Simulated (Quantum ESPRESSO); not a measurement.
# Dipole at the next field: antimonene, 1 layer

How the rows were computed: Quantum ESPRESSO 7.5, PBE, GBRV ultrasoft; sawtooth field along the normal with dipole correction, ions clamped, threshold 1e-9 Ry; cell area 14.717 Å².

| field (V/Å) | dipole (e Å a cell) |
| --- | --- |
| 0 | 0.00000 |
| 0.1 | 0.03677 |
| 0.2 | 0.07360 |

One more run was made and is withheld. What is the dipole at 0.3 V/Å, and what electrostatic thickness 4πα/A follows from the rows?

**Fit.** The slope is (0.07360 − (0.00000))/0.2 = 0.3680 e Å²/V, so 4πα/A = 180.95 × 0.3680/14.717 = 4.52 Å. Linear response gives p = 0.00000 + 0.3680 × (0.3) = 0.11040 e Å; a parabola through the three rows gives 0.11049.

**The withheld run.** p = 0.11055 e Å. The line misses by 0.1 % of the induced dipole and the parabola by 0.1 %. The response is linear over this range.

**Limits.** Electrons alone respond; local and semilocal functionals tend to overscreen.
